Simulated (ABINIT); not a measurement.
# Quasiparticle gap of Sr3SbN (Pm-3m) in ABINIT, part 3 of 3

Aim: the G0W0 gap of Sr3SbN (Pm-3m) on LDA, step by step.

ABINIT 10.8.3; LDA and many-body steps on it, plane waves. Known limits of the many-body steps: not at the basis limit; model gap, bands may invert with spin-orbit coupling; screening runs away on this mesh; no spin-orbit coupling; coarse k mesh.

So far. Step 4 (Empty states on the mesh, 2×2×2 mesh, 172 bands): On this mesh the gap is 0.250 eV. Step 5 (Screening, 2×2×2 mesh, 158 bands, screening to 130.6 eV): Local fields lower ε∞ by 13 %. The value itself is an artefact of the mesh, where one narrow direct gap carries too much weight.

## Step 6: Self-energy, 2×2×2 mesh, 158 bands, screening to 130.6 eV

The self-energy is evaluated for the states that the input lists, and the levels follow from it, in one-shot runs by the linearised quasiparticle equation.

This step: G0W0 on LDA, plane waves, norm-conserving pseudopotentials.

Contents of run.abi:

```
acell 3*1.0 Angstrom
rprim 
  5.194965140000 0.000000000000 0.000000000000
  0.000000000000 5.194965140000 0.000000000000
  0.000000000000 0.000000000000 5.194965140000
ntypat 3
znucl 38 51 7
natom 5
typat 1 1 1 2 3
xred 
  0.000000000000 0.500000000000 0.500000000000
  0.500000000000 0.500000000000 0.000000000000
  0.500000000000 0.000000000000 0.500000000000
  0.000000000000 0.000000000000 0.000000000000
  0.500000000000 0.500000000000 0.500000000000
pp_dirpath "pseudos"
pseudos "Sr.upf, Sb.upf, N.upf"
ecut 40
ngkpt 2 2 2
nshiftk 1
shiftk 0 0 0
kptopt 1
chksymbreak 0
istwfk *1
occopt 1
irdwfk 1
optdriver 4
nband 158
gwcalctyp 0
ecutsigx 40
symsigma 1
nkptgw 1
kptgw 
  0.0000000000 0.0000000000 0.0000000000
bdgw 
  27 31
ecuteps 4.8
irdscr 1
ppmodel 1
indata_prefix "in"
outdata_prefix "out"
tmpdata_prefix "tmp"
```

Launch:

```bash
$ OMP_NUM_THREADS=1 mpirun -n 8 abinit run.abi > log
```

Numbers of over 12 decimals in the logs are rounded to 6 here.

Output:

```text
.Version 10.8.3 of ABINIT. v10.8.2 released Aug 2026.

 Symmetries : space group Pm -3 m (#221); Bravais cP (primitive cubic)
[... echo of the input left out ...]
== DATASET  1 ==================================================================
-   mpi_nproc: 8, omp_nthreads: 1 (-1 if OMP is not activated)

--- !DatasetInfo
iteration_state: {dtset: 1, }
dimensions: {natom: 5, nkpt: 4, mband: 158, nsppol: 1, nspinor: 1, nspden: 1, mpw: 11536, }
cutoff_energies: {ecut:  40.0, pawecutdg:  -1.0, }
electrons: {nelect:   5.80000000E+01, charge:   0.00000000E+00, occopt:   1.00000000E+00, tsmear:   1.00000000E-02, }

 SIGMA: Calculation of the GW corrections

 Based on a program developped by R.W. Godby, V. Olevano, G. Onida, and L. Reining.
 Incorporated in ABINIT by V. Olevano, G.-M. Rignanese, and M. Torrent.
.Using double precision arithmetic ; gwpc =  8

[... cell and pseudopotentials left out ...]
--------------------------------------------------------------------------------

 ==== K-mesh for the wavefunctions ====
 Number of points in the irreducible wedge :     4
[... list of points left out ...]
 Together with 48 symmetry operations and time-reversal symmetry
 yields     8 points in the full Brillouin Zone.

 ==== Q-mesh for screening function ====
 Number of points in the irreducible wedge :     4
[... list of points left out ...]
 Together with 48 symmetry operations and time-reversal symmetry
 yields     8 points in the full Brillouin Zone.

 vcoul_init : cutoff-mode = AUXILIARY_FUNCTION
 q-points for optical limit:   1
     1)      0.000010    0.000020    0.000030
 setmesh: FFT mesh size selected  =    60x   60x   60
          total number of points  =       216000

 Number of electrons calculated from density =   58.0000; Expected =   58.0000
 average of density, n =  0.061303
 r_s =    1.5733
 omega_plasma =   23.8835 [eV]

 === KS Band Gaps ===
  >>>> For spin  1
   Minimum direct gap =   0.2503 [eV], located at k-point      :   0.0000  0.0000  0.0000
   Fundamental gap    =   0.2503 [eV], Top of valence bands at :   0.0000  0.0000  0.0000
                                       Bottom of conduction at :   0.0000  0.0000  0.0000
 SIGMA fundamental parameters:
 PLASMON POLE MODEL  1
 number of plane-waves for SigmaX                11459
 number of plane-waves for SigmaC and W            461
 number of plane-waves for wavefunctions         11459
 number of bands                                   158
 number of independent spin polarizations            1
 number of spinorial components                      1
 number of k-points in IBZ                           4
 number of q-points in IBZ                           4
 number of symmetry operations                      48
 number of k-points in BZ                            8
 number of q-points in BZ                            8
 number of frequencies for dSigma/dE                 9
 frequency step for dSigma/dE [eV]                0.25
 number of omega for Sigma on real axis              0
 max omega for Sigma on real axis  [eV]           0.00
 zcut for avoiding poles [eV]                     0.10

 EPSILON^-1 parameters (SCR file):
 dimension of the eps^-1 matrix on file            461
 dimension of the eps^-1 matrix used               461
 number of plane-waves for wavefunctions         11459
 number of bands                                   158
 number of q-points in IBZ                           4
 number of frequencies                               2
 number of real frequencies                          1
 number of imag frequencies                          1

 matrix elements of self-energy operator (all in [eV])

 Perturbative Calculation

--- !SelfEnergy_ee
iteration_state: {dtset: 1, }
kpoint     : [   0.000,    0.000,    0.000, ]
spin       : 1
KS_gap     :    0.250
QP_gap     :    0.415
Delta_QP_KS:    0.165
data: !SigmaeeData |
     Band     E0 <VxcDFT>   SigX SigC(E0)      Z dSigC/dE  Sig(E)    E-E0       E
       27   6.668 -14.898 -17.593   3.102   0.749  -0.335 -14.593   0.305   6.973
       28   6.668 -14.898 -17.593   3.102   0.749  -0.335 -14.593   0.305   6.973
       29   6.668 -14.898 -17.593   3.102   0.749  -0.335 -14.593   0.305   6.973
       30   6.918  -8.573  -4.116  -3.872   0.804  -0.244  -8.102   0.470   7.388
       31   6.918  -8.573  -4.116  -3.872   0.804  -0.244  -8.102   0.470   7.388

== END DATASET(S) ==============================================================
================================================================================

 -outvars: echo values of variables after computation  --------
           etotal      0.0000000000E+00
            nband         158
             nkpt           4
          spgroup         221
 [... the other variables as echoed above ...]

 Calculation completed.
```

Run time: 16 s. Hardware: 8 MPI ranks of Arm Neoverse N1, shared host; peak memory 2.4 GiB; 2.1 min of CPU time.

Numbers from this step:

```
G0W0 gap on the points computed              : 0.4150 eV
starting gap on the mesh                     : 0.2503 eV
k of the valence top                         : 0, 0, 0
k of the conduction bottom                   : 0, 0, 0
Z at the valence top                         : 0.749
Z at the conduction bottom                   : 0.804
least direct G0W0 gap on the computed points : 0.4150 eV
```

The gap on the mesh goes from 0.25 eV to 0.42 eV, a correction of +0.16 eV.

Limits: finite bands, cutoff and mesh; model gap, bands may invert with spin-orbit coupling; no spin-orbit coupling; coarse k mesh. v1 is the top filled band, c1 the lowest empty one. The levels before and after the correction (eV, zero at the valence-band top of each column):

```tsv
	conduction bottom	valence top
Kohn-Sham	0.25	0.00
G0W0	0.41	0.00
```

```tsv
	level	energy (eV)
Kohn-Sham	Γ v3-v1	0.000
Kohn-Sham	Γ c1-c2	0.250
G0W0	Γ v3-v1	0.000
G0W0	Γ c1-c2	0.415
```

## Step 7: Where the time went

Times are wall times on the hardware named with each run, good to a factor of about two.

```tsv
step	time	share	memory (GiB)
ground state	1.8 min	22 %	0.89
bands along the symmetry lines	2.4 min	29 %	0.96
empty states on the mesh	2.3 min	28 %	0.55
screening	91 s	18 %	3.0
self-energy	16 s	3 %	2.4
```

## Step 8: What came out

```
LDA gap              : 0.25 eV, direct
G0W0 gap on the mesh : 0.42 eV
GW settings          : 2×2×2 mesh, 158 bands, screening to 130.6 eV, Godby-Needs plasmon pole
known limits         : not at the basis limit; model gap, bands may invert with spin-orbit coupling; screening runs away on this mesh; no spin-orbit coupling; coarse k mesh
```

**Reading.** G0W0 moves the gap on the mesh from 0.25 eV to 0.42 eV (+0.16 eV), with Z of 0.75 and 0.80 at the edges. Local fields lower the RPA ε∞ on this mesh from 215.29 to 186.68; a Γ-centred mesh this coarse tends to raise both, most where the direct gap is narrow, while a short band sum lowers them. Only 1 of the mesh's irreducible points was corrected, so a valley elsewhere could overtake. Bands and cutoff are finite, so the gap is not at the basis limit. The miss can reach some tenths of an eV and take either sign; the mesh is an error of its own. In the G0W0 run levels were corrected at 1 k point alone, so a gap called «on the mesh» is the least over those, and an edge elsewhere would be missed. The 2×2×2 mesh is coarse for this cell, which bears on the long-range parts of exchange and screening. With atoms this heavy and so narrow a gap, spin-orbit coupling can invert the bands. These scalar-relativistic gaps are then model values, not to be set against experiment, and a spin-orbit change taken from DFT can't simply be added. On this mesh the RPA ε∞ passes 90, more than nearly any semiconductor shows; a coarse mesh does this where one point with a narrow direct gap carries much weight. The screening is then too strong, and the G0W0 gap should not be taken as the material's.

[Paths, hosts, dates, memory and timing lines, banners, echoed tables and standing remarks are left out of the program output.]

[Logs are printed without paths, hosts, clocks, repeated set-up lines and the standing remarks that a program may print on its own settings, such as how far it seeks lower states.]

[Runs of the session that timed out or met a known fault of the program may be left out.]

[Hosts, paths, dates, database ids (printed as entryN), source tags and the programs' standing remarks are cut or masked in the printed files.]

[G0W0 gaps are taken among the corrected bands and points alone; a level outside them can change the order at an edge.]

[Where Ansatz stands beside ABINIT at settings called matched, ABINIT's density can come from a denser mesh and the files from another edition; pairs whose starting gaps differed by over 0.03 eV were left out, so agreement reads better than it is.]
